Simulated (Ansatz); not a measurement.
# Sn2S3 (Ottemannite): converging the G0W0 gap, part 2 of 2

Wanted: a G0W0 gap for Sn2S3 (Ottemannite) that is converged in bands and cutoff, or an estimate of the limit.

Ansatz 0.2.0; G0W0 on r2SCAN, plane waves, PAW. Known limits of the many-body steps: not at the basis limit; no spin-orbit coupling; coarse k mesh.

So far. Step 4 (905 empty bands, screening to 90 eV): Against the run with 2×4×2 mesh, 420 empty bands, screening to 54 eV, the gap moves by +0.03 eV. Step 5 (Changing the k mesh: 2×4×1 mesh, 420 empty bands …): Against the run with 2×4×2 mesh, 420 empty bands, screening to 54 eV, the gap moves by +0.17 eV, while the start moved by +0.14 eV. A band edge is found at another k point on this mesh.

## Step 6: Changing the frequency model: 2×4×2 mesh, 420 empty bands, screening to 54 eV, plasmon pole

A plasmon pole stands in for the full frequency dependence of the screening; this run shows what that costs in accuracy.

Contents of input.yaml:

```yaml
crystal:
  lattice:
    - [8.878, 0.0, 0.0]
    - [0.0, 3.751, 0.0]
    - [0.0, 0.0, 14.02]
  atoms:
    - { symbol: Sn, position: [0.16494, 0.25, 0.05195] }
    - { symbol: Sn, position: [0.33506, 0.75, 0.55195] }
    - { symbol: Sn, position: [0.66494, 0.25, 0.44805] }
    - { symbol: Sn, position: [0.83506, 0.75, 0.94805] }
    - { symbol: Sn, position: [0.48509, 0.75, 0.16936] }
    - { symbol: Sn, position: [0.01491, 0.25, 0.66936] }
    - { symbol: Sn, position: [0.98509, 0.75, 0.33064] }
    - { symbol: Sn, position: [0.51491, 0.25, 0.83064] }
    - { symbol: S, position: [0.98047, 0.75, 0.1064] }
    - { symbol: S, position: [0.51953, 0.25, 0.6064] }
    - { symbol: S, position: [0.48047, 0.75, 0.3936] }
    - { symbol: S, position: [0.01953, 0.25, 0.8936] }
    - { symbol: S, position: [0.33879, 0.75, 0.99524] }
    - { symbol: S, position: [0.16121, 0.25, 0.49524] }
    - { symbol: S, position: [0.83879, 0.75, 0.50476] }
    - { symbol: S, position: [0.66121, 0.25, 0.00476] }
    - { symbol: S, position: [0.28631, 0.25, 0.21246] }
    - { symbol: S, position: [0.21369, 0.75, 0.71246] }
    - { symbol: S, position: [0.78631, 0.25, 0.28754] }
    - { symbol: S, position: [0.71369, 0.75, 0.78754] }
kpoints:
  mp_grid: { grid: [2, 4, 2] }
hamiltonian:
  xc: r2scan
scf:
  occupations: { method: fixed }
gw:
  n_empty_bands: 420
  ecut_chi: 54
  qp_bands: [v4, c4]
  qp_kpoints: band_edges
  screening: { model: godby_needs }
```

Run with:

```bash
ansatz run input.yaml --threads 24 --pin off --max-ram 82944MiB --backend cuda --events-out ev --progress --plain --runs-dir out --devices 1 --max-vram 78GiB
```

Numbers of over 12 decimals in the logs are rounded to 6 here.

What it wrote:

```text
GPUs: using 1 of 1 available (devices: 1).
[...]
Crystal: 20 atoms, lattice volume = 466.885 Å³
Basis set: ecut = 500 eV, 11863 PW (Γ), exchange–correlation on 288×120×432 points (64 copies of the dense FFT grid, shifted against one another)
Bands: 112, of which v1, the nominal top of the filled ones, is band 92 counted from 1 (91 counted from 0)
Symmetry: 8 space group operations
[...]
k-points: 12 of 16
[...]
4    94      8.8003   -10.9679    -3.0030   -14.6798  0.8019     9.5115     9.5091  root
     4    95      9.0055   -10.7786    -3.0559   -14.5373  0.8001     9.7105     9.7082  root
[...]
11    93      8.8984   -10.9025    -3.0039   -14.6132  0.8019     9.6077     9.6052  root
    11    94      8.8984   -10.9025    -3.0039   -14.6132  0.8019     9.6077     9.6052  root
    11    95      8.8984   -10.9025    -3.0039   -14.6132  0.8019     9.6077     9.6052  root
    11    96      8.8984   -10.9025    -3.0039   -14.6132  0.8019     9.6077     9.6052  root
[key lines of the parts left out:]
SCF converged after 8 iterations
```

It took 20 s on 1 × NVIDIA GB200 (shared by 2 runs) with 24 threads of Arm Neoverse V2, shared host; peak memory 5.1 GiB.

Numbers from this step:

* bands summed: 512
* plasmon-pole fit frequency: 23.31 eV
* RPA ε∞ on this mesh (eigenvalues): 8.264, 8.282, 8.516
* plane waves in the screening matrix: 423
* G0W0 gap on the mesh: 1.392 eV
* k of the valence top: 0, 0, 0
* k of the conduction bottom: 0, 0, -0.5
* starting gap on the mesh: 0.8819 eV
* least direct G0W0 gap on the computed points: 1.421 eV

Against the run with 2×4×2 mesh, 420 empty bands, screening to 54 eV, the gap moves by −0.001 eV.

## Step 7: Changing the files: 2×4×2 mesh, 420 empty bands, screening to 54 eV, hard PAW files

Other atomic data (hard PAW) test the pseudisation: the cutoff goes from 500 to 640 eV and the valence electrons from 184 to 248, which opens shells that were frozen.

Changes to input.yaml since step 6:

```diff
@@ -30,2 +30,3 @@
   xc: r2scan
+  pseudopotentials: { kind: paw, source: ansatz }
 scf:
@@ -37,2 +38,2 @@
   qp_kpoints: band_edges
-  screening: { model: godby_needs }
+  screening: { model: contour_deformation }
```

What it wrote:

```text
GPUs: using 1 of 1 available (devices: 1).
[...]
Crystal: 20 atoms, lattice volume = 466.885 Å³
Basis set: ecut = 640 eV, 17155 PW (Γ), exchange–correlation on 360×144×540 points (64 copies of the dense FFT grid, shifted against one another)
Bands: 149, of which v1, the nominal top of the filled ones, is band 124 counted from 1 (123 counted from 0)
Symmetry: 8 space group operations
[...]
k-points: 12 of 16
[...]
4   126      9.8067   -10.9622    -3.0430   -14.6746  0.7776    10.4847    10.4762  root
     4   127     10.0118   -10.7809    -3.0987   -14.5393  0.7734    10.6795    10.6715  root
[...]
11   125      9.9048   -10.9021    -3.0430   -14.6133  0.7782    10.5823    10.5731  root
    11   126      9.9048   -10.9021    -3.0430   -14.6133  0.7782    10.5823    10.5731  root
    11   127      9.9048   -10.9021    -3.0430   -14.6133  0.7782    10.5823    10.5731  root
    11   128      9.9048   -10.9021    -3.0430   -14.6133  0.7782    10.5823    10.5731  root
[key lines of the parts left out:]
SCF converged after 9 iterations
```

It took 29 s on 1 × NVIDIA GB200 (shared by 2 runs) with 24 threads; peak memory 7.3 GiB.

Numbers from this step:

```yaml
bands_summed: 544
rpa_eps_infinity_on_this_mesh_eigenvalues: 8.254, 8.272, 8.510
plane_waves_in_the_screening_matrix: 423
g0w0_gap_on_the_mesh: 1.394 eV
k_of_the_valence_top: 0, 0, 0
k_of_the_conduction_bottom: 0, 0, -0.5
starting_gap_on_the_mesh: 0.8841 eV
least_direct_g0w0_gap_on_the_computed_points: 1.418 eV
```

Against the run with 2×4×2 mesh, 420 empty bands, screening to 54 eV, the gap moves by +0.002 eV.

## Step 8: Convergence and cost

Times are wall times on 1 × NVIDIA GB200 (shared by 2 runs) with 24 threads of Arm Neoverse V2, shared host, good to a factor of about two.

```
 mesh        files            frequency  bands summed  cutoff (eV)  start (eV)  G0W0 (eV)  time  host memory (GiB)
2×4×2  default PAW  contour deformation           240           27       0.882      1.370  11 s                3.3
2×4×2  default PAW  contour deformation           512           54       0.882      1.392  18 s                5.1
2×4×2  default PAW  contour deformation           997           90       0.882      1.422  37 s                8.4
2×4×1  default PAW  contour deformation           512           54       1.024      1.561   7 s                3.3
2×4×2  default PAW         plasmon pole           512           54       0.882      1.392  20 s                5.1
2×4×2     hard PAW  contour deformation           544           54       0.884      1.394  29 s                7.3
```

The parts of the quasiparticle energy at the two band edges (eV; QP = start + Σx + Σc − Vxc):

```
      run               edge  start      Σx     Σc     Vxc     Z    QP
240 bands        valence top   7.53  -17.15   1.96  -15.74  0.78  8.08
240 bands  conduction bottom   8.45  -10.58  -2.50  -14.08  0.79  9.45
512 bands        valence top   7.53  -17.15   1.52  -15.74  0.77  7.64
512 bands  conduction bottom   8.45  -10.58  -2.92  -14.08  0.78  9.03
997 bands        valence top   7.53  -17.15   1.21  -15.74  0.76  7.33
997 bands  conduction bottom   8.42  -10.68  -3.18  -14.19  0.78  8.75
```

 Where G0W0 reorders the edges (240 bands and 512 bands), the two states listed lie further apart at the start than the starting gap.

## Step 9: Results

```yaml
240_bands_27_ev: 1.370 eV
512_bands_54_ev: 1.392 eV
997_bands_90_ev: 1.422 eV
mesh_and_start: 2×4×2, r2SCAN
```

From 240 to 997 bands the gap moves by +0.05 eV while the time grows 3.4-fold. The states at the edges change along the series or lie close to crossing, so no limit is drawn from it. On the 2×4×1 mesh in place of 2×4×2 the gap differs by +0.17 eV, of which +0.14 eV is already in the start. The plasmon-pole model gives −0.001 eV against contour deformation, 0 % of the correction, and saved no time in this program. Hard PAW files move the gap by +0.002 eV at equal bands and cutoff, +0.002 eV of it in the start. The 2×4×2 mesh misses a band edge: over a band path and its finer mesh (run apart) the r2SCAN gap is 0.83 eV, so the G0W0 gap over the zone may lie about 0.05 eV below its value on the mesh. The 2×4×2 mesh is coarse for this cell (its supercell is 15 Å along the shortest edge). The RPA ε∞ on it, from the r2SCAN start, is 8.22 and 8.42; such meshes misread the long-range screening, most where the gap is narrow. The many-body steps are scalar-relativistic: spin-orbit coupling is not in them.

[Paths, hosts, dates, memory and timing lines, banners, echoed tables and standing remarks are left out of the program output.]

[Logs are printed without paths, hosts, clocks, repeated set-up lines and the standing remarks that a program may print on its own settings, such as how far it seeks lower states.]

[Runs of the session that timed out or met a known fault of the program may be left out.]

[Cells called generated may have been cut or substituted from an entry of the Crystallography Open Database or the Materials Project.]

[Hosts, paths, dates, database ids (printed as entryN), source tags and the programs' standing remarks are cut or masked in the printed files.]
